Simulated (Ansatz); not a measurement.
**Cl on Hf(0001): change of the work function**

Aim: the work function of Hf(0001) at several coverages of Cl (fcc site), and the dipole that each adsorbate carries.

Method: plane-wave DFT, PBE, Ansatz PAW, in Ansatz 0.2.0.

### 1. The starting structure

The cell holds 4 atoms: 4 Hf. Its edges and angles: a = 3.200 Å, b = 3.200 Å, c = 25.594 Å, α = 90.0°, β = 90.0°, γ = 60.0°. Vacuum lies along c.

### 2. The clean slab

The bare slab comes first, as the zero from which every change is counted. The two lowest layers are held at bulk places and the upper ones relax. The dipole correction removes the false field that a one-sided slab makes across the periodic vacuum, so each face gets a flat vacuum level of its own.

File input.yaml:

```yaml
crystal:
  lattice:
    - [3.2, 0.0, 0.0]
    - [1.6, 2.7712812921, 0.0]
    - [0.0, 0.0, 25.5936]
  atoms:
    - { symbol: Hf, position: [0.6666666667, 0.6666666667, 0.3516504126] }
    - { symbol: Hf, position: [0.0, 0.0, 0.4505501375] }
    - { symbol: Hf, position: [0.6666666667, 0.6666666667, 0.5494498625] }
    - { symbol: Hf, position: [0.0, 0.0, 0.6483495874] }
kpoints:
  mp_grid: { grid: [12, 12, 1] }
hamiltonian:
  xc: pbe
scf:
  occupations: { method: fermi_dirac, width: 0.1 }
  convergence: { dr2_threshold: 1.0e-08 }
efield:
  axis: 3
  dipole_correction: true
  ramp_position: 0.97
  ramp_width: 0.06
relax:
  f_tol: 0.02
  max_steps: 60
  constraints: [{ sites: [0, 1] }]
output:
  write_potential: true
  write_density: true
  volumetric_format: npy
```

Command:

```console
> ansatz run input.yaml --threads 4 --pin off --max-ram 16384MiB --backend cpu --events-out ev --progress --plain --runs-dir out
```

The runs that follow: adsorbate added, k-mesh 4×4×1, coverage 0.111 ML; adsorbate added, k-mesh 6×6×1, coverage 0.25 ML; the covered slab, k-mesh 6×6×1, coverage 0.5 ML; the covered slab, k-mesh 12×12×1, coverage 1 ML; work function against coverage.

**Question.** What will these runs give for the dipole per adsorbate at 0.11 ML, positive end outwards?

At the lowest coverage Cl changes the work function of Hf(0001) by under 0.15 eV, within the error of so thin a slab; the largest change, -0.42 eV, comes at higher coverage. The dipole per adsorbate falls from 0.21 to 0.09 D as the layer fills. Neighbouring dipoles depolarise each other, and heights and bonding change with coverage too. The slab has 4 layers, at the tabulated experimental lattice constant, one starting site was run, and quantum-size effects of a slab this thin can reach one or two tenths of an eV.

| Quantity | Value |
| --- | --- |
| work function of the clean face | 4.33 eV |
| work function at 0.11 ML | 4.23 eV |
| work function at 0.25 ML | 4.11 eV |
| work function at 0.5 ML | 4.06 eV |
| work function at 1 ML | 3.91 eV |
| dipole per adsorbate at 0.11 ML, positive end outwards | 0.21 D |

[Logs are printed without paths, hosts, clocks, repeated set-up lines and the standing remarks that a program may print on its own settings, such as how far it seeks lower states.]

[Hosts, paths, dates, database ids (printed as entryN), source tags and the programs' standing remarks are cut or masked in the printed files.]

[Maps of the electrostatic potential energy from Ansatz leave out the sawtooth potential of an applied field or a dipole correction, so their vacuum need not be flat; planar profiles and work functions include it.]
